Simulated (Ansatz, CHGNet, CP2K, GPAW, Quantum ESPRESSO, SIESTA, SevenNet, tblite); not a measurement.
# Random packing of C71N29 (at. %) (109 atoms): one structure in several programs

Aim: run random packing of C71N29 (at. %) (109 atoms) in several programs and set results and cost side by side. A plane-wave run serves as the reference.

Main program and level: Quantum ESPRESSO 7.5; Kohn-Sham DFT, PBE, SSSP efficiency 1.3.0 pseudopotentials, plane waves.

## Step 1: The starting structure

The cell holds 109 atoms: 77 C and 32 N. Cell: a = 9.809 Å, b = 9.809 Å, c = 9.809 Å, α = 90.0°, β = 90.0°, γ = 90.0°. 109 atoms (77 C, 32 N) packed at random in a cube at 2.42 g/cm³ and pushed apart as soft spheres; a start for melting by ab initio MD, not an equilibrated structure. Then every atom was moved at random, 0.03 Å r.m.s. a Cartesian component.

## Step 2: The reference run

Contents of pw.in:

```
&control
  calculation = 'scf'
  pseudo_dir = './pseudo'
  outdir = './tmp'
  disk_io = 'none'
  tprnfor = .true.
  tstress = .true.
/
&system
  ibrav = 0
  nat = 109
  ntyp = 2
  ecutwfc = 60
  ecutrho = 480
  nosym = .true.
  occupations = 'smearing'
  smearing = 'fd'
  degauss = 0.003675
/
&electrons
  conv_thr = 5.4e-07
  electron_maxstep = 100
  mixing_beta = 0.2
  mixing_mode = 'local-TF'
  diagonalization = 'david'
/
ATOMIC_SPECIES
C 12.011 C.upf
N 14.007 N.upf
CELL_PARAMETERS angstrom
9.80880 0.00000 0.00000
0.00000 9.80880 0.00000
0.00000 0.00000 9.80880
ATOMIC_POSITIONS crystal
C 0.47616 0.53573 0.74642
C 0.02056 0.91634 0.52377
C 0.36257 0.06166 0.75530
C 0.35872 0.27138 0.18081
C 0.33741 0.77978 0.20112
C 0.04782 0.63176 0.38755
C 0.56462 0.13493 0.18600
C 0.70506 0.76274 0.48225
C 0.89045 0.57979 0.83865
C 0.64015 0.20421 0.46998
C 0.17242 0.24779 0.18396
C 0.18932 0.34266 0.60401
[... 93 atom lines left out ...]
N 0.46074 0.32275 0.31955
N 0.51391 0.35827 0.78972
N 0.49571 0.10166 0.92496
N 0.95434 0.11780 0.11078
K_POINTS gamma
```

The run is started by

```bash
> OMP_NUM_THREADS=1 mpirun -np 4 pw.x -in pw.in > output.txt
```

Log:

```text
Program PWSCF
     gamma-point specific algorithms are used
     one sub-group per band group will be used
     scalapack distributed-memory algorithm (size of sub-group:  2*  2 procs)
     Parallelization info
     sticks:   dense  smooth     PW     G-vecs:    dense   smooth      PW
     Min        3282    1639    411               282718    99868   12514
     Max        3284    1644    414               282720    99872   12516
     Sum       13133    6565   1649              1130877   399479   50061
     bravais-lattice index     =            0
     lattice parameter (alat)  =      18.5359  a.u.
     unit-cell volume          =    6368.6039 (a.u.)^3
     number of atoms/cell      =          109
     number of atomic types    =            2
     number of electrons       =       468.00
[... lines left out ...]
     scf convergence threshold =      5.4E-07
[... lines left out ...]
     number of k points=     1  Fermi-Dirac smearing, width (Ry)=  0.0037
[... lines left out ...]
     total energy              =   -2036.82382172 Ry
[... lines left out ...]
     total energy              =   -2036.64825481 Ry
[... lines left out ...]
     total energy              =   -2036.73846055 Ry
[... lines left out ...]
     total energy              =   -2036.77148684 Ry
[... lines left out ...]
     total energy              =   -2036.77148717 Ry
[... lines left out ...]
   -14.1678 -13.9190 -12.0357 -11.6949 -11.5237 -11.3710 -11.3075 -10.9248
   -10.8638 -10.5877 -10.4943 -10.2935 -10.1720  -9.9724  -9.9013  -9.5825
    -9.3863  -9.2198  -9.1211  -8.8969  -8.6893  -8.6276  -8.2715  -8.2032
[...]
8.5512   8.5701   8.6141   8.6536   8.7138   8.7557   8.7857   8.8142
     8.8941   8.9376   8.9508   8.9952   8.9960   9.0965   9.1233   9.1848
     9.2254
     the Fermi energy is     7.2415 ev
!    total energy              =   -2036.77148712 Ry
     estimated scf accuracy    <       0.00000032 Ry
     smearing contrib. (-TS)   =      -0.03596126 Ry
     internal energy E=F+TS    =   -2036.73552586 Ry
     The total energy is F=E-TS. E is the sum of the following terms:
     one-electron contribution =      15.26428264 Ry
     hartree contribution      =     260.24701088 Ry
     xc contribution           =    -494.62121469 Ry
     ewald contribution        =   -1341.15850296 Ry
     one-center paw contrib.   =    -476.46710173 Ry
     convergence has been achieved in  16 iterations
     Forces acting on atoms (cartesian axes, Ry/au):
     atom    1 type  1   force =    -0.01982518   -0.00937852   -0.07376032
     atom    2 type  1   force =     0.08306388   -0.07403934   -0.09491308
     atom    3 type  1   force =    -0.03799312    0.01756778   -0.02951818
[...]
atom  108 type  2   force =    -0.09312428    0.04181906   -0.02513750
     atom  109 type  2   force =    -0.06356355   -0.10357078   -0.01174369
     Total force =     1.363902     Total SCF correction =     0.000881
     Computing stress (Cartesian axis) and pressure
          total   stress  (Ry/bohr**3)                   (kbar)     P=     -238.33
  -0.00166736   0.00004568  -0.00020278         -245.28        6.72      -29.83
   0.00004568  -0.00183867  -0.00004885            6.72     -270.48       -7.19
  -0.00020278  -0.00004885  -0.00135432          -29.83       -7.19     -199.23
     Message from routine punch:
     Nothing written, as per user request (disk_io='none')
```

Wall time 2 min (4 MPI ranks of Arm Neoverse V2, shared host); peak memory 3.1 GiB; 8.1 min of CPU time.

Banners, paths, timers and routine set-up lines are dropped from the logs unmarked, and long logs keep their key lines alone; longer cuts are marked.

Numbers from this run:

```
r.m.s. force component : 1.939 eV/Å
longest force          : 8.589 eV/Å
pressure               : -23.83 GPa
```

## Step 3: What was run beside it

The programs:
- CHGNet: machine-learned potential, published weights.
- CP2K 2026.2: Gaussian basis with GTH pseudopotentials and a plane-wave density; labels give functional, basis (MOLOPT sets; SR short-range, UZH the newer set with its own potentials), grid cutoff/relative cutoff and solver (OT: orbital transformation; TRS4, TC2, SIGN: linear-scaling purification with its sparsity filter), or its built-in tight binding.
- GPAW 26.7.0: PAW with atomic orbitals (LCAO), plane waves or a real-space grid of spacing h.
- Quantum ESPRESSO 7.5: plane waves; labels (QE) give functional, pseudopotential set and cutoffs of waves/density.
- SIESTA 5.4.2: numerical atomic orbitals, whose automatically made sets are far from complete, with PseudoDojo norm-conserving potentials that we converted to its format (checked against plane waves on the same files for H, C, O, Si, Ge and Ca alone); labels give functional, basis size, energy shift and mesh cutoff.
- SevenNet: machine-learned potential, published weights.
- tblite 0.8.0: extended tight binding, driven from Python.

All use the same cell and atoms; the electronic-structure runs use the same k-mesh, and an electronic temperature of 580 K (0.05 eV) where levels are smeared.

Differences are against the plane-wave reference, forces as r.m.s. over components; share is that over the reference's r.m.s. force, slope the least-squares factor from reference forces to these. Total energies of different programs have different zeros and aren't compared.

| run | Δ force, r.m.s. (meV/Å) | share (%) | slope | Δ pressure (GPa) | cores | CPU time | memory (GiB) |
| --- | --- | --- | --- | --- | --- | --- | --- |
| reference | - | - | - | - | 4 | 8.1 min | 3.1 |
| CHGNet r2SCAN potential | 748 | 38.6 | 0.866 | 0.115 | 1 | 4.7 s | 2.5 |
| CP2K PBE, DZVP-UZH, 600/50 Ry, diagonalisation | 89.2 | 4.60 | 1.002 | 2.76 | 4 | 10 min | 3.5 |
| CP2K PBE, SZV-MOLOPT-SR, 600/50 Ry, diagonalisation (coarse) | 918 | 47.3 | 1.120 | 9.17 | 2 | 5.6 min | 2.4 |
| GPAW PBE, LCAO dzp, h 0.18 Å | 78.2 | 4.03 | 0.983 | - | 2 | 5.5 min | 1.7 |
| GPAW PBE, LCAO dzp, h 0.18 Å, other mixer settings | 80.2 | 4.14 | 0.982 | - | 4 | 7.5 min | 2.3 |
| GPAW PBE, LCAO dzp, h 0.25 Å (coarse) | 461 | 23.8 | 0.961 | - | 2 | 3.2 min | 1.1 |
| GPAW PBE, LCAO szp(dzp), h 0.18 Å (coarse) | 507 | 26.1 | 0.828 | - | 1 | 4.1 min | 1.2 |
| QE PBE+D3(BJ), sssp-1.3.0-efficiency, 60/480 Ry | 120 | 6.20 | 0.983 | 0.405 | 4 | 8 min | 3.3 |
| QE PBE, sssp-1.3.0-efficiency, 60/480 Ry, rmm-davidson | 0.17 | 0.0087 | 1.000 | -0.0023 | 4 | 8.7 min | 3.3 |
| SIESTA PBE, DZ, shift 0.01 Ry, mesh 500 Ry (coarse) | 595 | 30.7 | 0.868 | 10.0 | 2 | 4.1 min | 1.5 |
| SIESTA PBE, DZP, shift 0.01 Ry, mesh 500 Ry | 103 | 5.30 | 0.984 | 1.91 | 4 | 12 min | 2.8 |
| SIESTA PBE, SZ, shift 0.01 Ry, mesh 500 Ry (coarse) | 1431 | 73.8 | 0.594 | 23.0 | 1 | 2.7 min | 1.0 |
| SevenNet 0 potential | 759 | 39.2 | 0.922 | -3.72 | 1 | 7.8 s | 1.3 |
| SevenNet l3i5 potential | 714 | 36.8 | 0.895 | -4.04 | 1 | 12 s | 2.4 |
| tblite GFN1-xTB | 857 | 44.2 | 1.293 | -30.8 | 1 | 2.5 s | 0.12 |

Rows marked coarse were listed beforehand as settings not expected to be converged; some can still land near the reference.

Times of the machine-learned potentials are mostly Python's start and the loading of weights.

CPU time is summed over cores on a shared host, where runs went side by side, so it is rough. Symmetry, cutoffs, thresholds, outputs and thread counts weren't matched or tuned between programs; memory under MPI is the largest rank's times the ranks.

Runs without a result: CP2K GFN1-xTB, diagonalisation (not converged, the SCF not settling).

Mean charges by element (e), by run and scheme:

| run | scheme | C | N |
| --- | --- | --- | --- |
| CP2K PBE, DZVP-UZH, 600/50 Ry, diagonalisation | Mulliken | +0.06 | -0.15 |
| CP2K PBE, DZVP-UZH, 600/50 Ry, diagonalisation | Hirshfeld | +0.02 | -0.04 |
| SIESTA PBE, DZP, shift 0.01 Ry, mesh 500 Ry | Hirshfeld | +0.01 | -0.02 |
| tblite GFN1-xTB | Mulliken | +0.08 | -0.18 |

Within one program, basis, potentials and functional, energies share a zero. Each run against its twin at the usual cutoff or grid and solver:

| run | twin | Δ energy (meV/atom) | Δ force, r.m.s. (meV/Å) | CPU time over the twin's |
| --- | --- | --- | --- | --- |
| GPAW PBE, LCAO dzp, h 0.18 Å, other mixer settings | LCAO dzp, h 0.18 Å | 2.0e-4 | 5.15 | 1.4 (this twin ran on 2 cores) |
| GPAW PBE, LCAO dzp, h 0.25 Å | LCAO dzp, h 0.18 Å | 308 | 458 | 0.58 |
| QE PBE, sssp-1.3.0-efficiency, 60/480 Ry, rmm-davidson | sssp-1.3.0-efficiency, 60/480 Ry | 0 | 0.17 | 1.1 |

## Step 4: Outcome

| Property | Result |
| --- | --- |
| reference r.m.s. force component | 1.94 eV/Å |
| nearest in forces | QE PBE, sssp-1.3.0-efficiency, 60/480 Ry, rmm-davidson, 0.0087 % |
| farthest in forces | SIESTA PBE, SZ, shift 0.01 Ry, mesh 500 Ry (coarse), 74 % |
| cheapest electronic-structure run beside the reference | tblite GFN1-xTB, 2.5 s of CPU time |

With the reference's own potentials and cutoffs, another solver or threshold moves forces by 0.0087 % (QE PBE, sssp-1.3.0-efficiency, 60/480 Ry, rmm-davidson). The PBE runs in local orbitals, coarse settings apart, differ by 4.0 % (GPAW PBE, LCAO dzp, h 0.18 Å) to 5.3 % (SIESTA PBE, DZP, shift 0.01 Ry, mesh 500 Ry); basis, grid and potentials can all enter. Tight binding differs by 44 % (tblite GFN1-xTB); it is another model, with fitted parameters of its own, and the xTB methods hold dispersion. Machine-learned potentials differ by 37 % (SevenNet l3i5 potential) to 39 % (SevenNet 0 potential); they were trained on other programs' data, some at another functional. In the reference's own program, potentials and cutoffs, a change of model alone moves forces by 6.2 % (QE PBE+D3(BJ), sssp-1.3.0-efficiency, 60/480 Ry). Runs with settings chosen to be coarse differ by 24 % (GPAW PBE, LCAO dzp, h 0.25 Å) to 74 % (SIESTA PBE, SZ, shift 0.01 Ry, mesh 500 Ry), their programs' other errors included. Of the electronic-structure runs that take under half the reference's CPU time, GPAW PBE, LCAO dzp, h 0.25 Å comes nearest, at 24 % in 3.2 min against 8.1 min. GPAW PBE, LCAO szp(dzp), h 0.18 Å softens the forces by a factor of 0.83 while following their directions (correlation 0.973); the slopes of the 4 GPAW runs lie between 0.83 and 0.98. In pressure, SIESTA PBE, SZ, shift 0.01 Ry, mesh 500 Ry misses by +23.0 GPa, at the same functional. Charges hang on model, scheme and program or settings: among these rows the mean for N runs from -0.18 to -0.02 e. In the reference: levels near the Fermi energy are neither full nor empty under the smearing, so no gap is quoted. Periodic xTB results under one method name differ between programs and library versions. The reference's pressure holds the uncorrected Pulay stress of its 60 Ry basis, so small pressure differences, and their order, may be the reference's own error. Machine-learned potentials mimic data converged in k, so the reference's own k-point error enters their differences. The reference's stress is far from hydrostatic: its diagonal is -24.5, -27.0, -19.9 GPa, compression counted positive. The reference's pressure of -24 GPa says that the cell would shrink at this level of theory. The electronic-structure runs sample only Γ, in a cell whose shortest periodic width is 10 Å, which is coarse for a cell with partly filled levels.

[Also dropped from logs without a mark: logging warnings of Python, and SIESTA's first energy breakdown and zero terms.]

[Logs are printed without paths, hosts, clocks, repeated set-up lines and the standing remarks that a program may print on its own settings, such as how far it seeks lower states.]

[Hosts, paths, dates, database ids (printed as entryN), source tags and the programs' standing remarks are cut or masked in the printed files.]
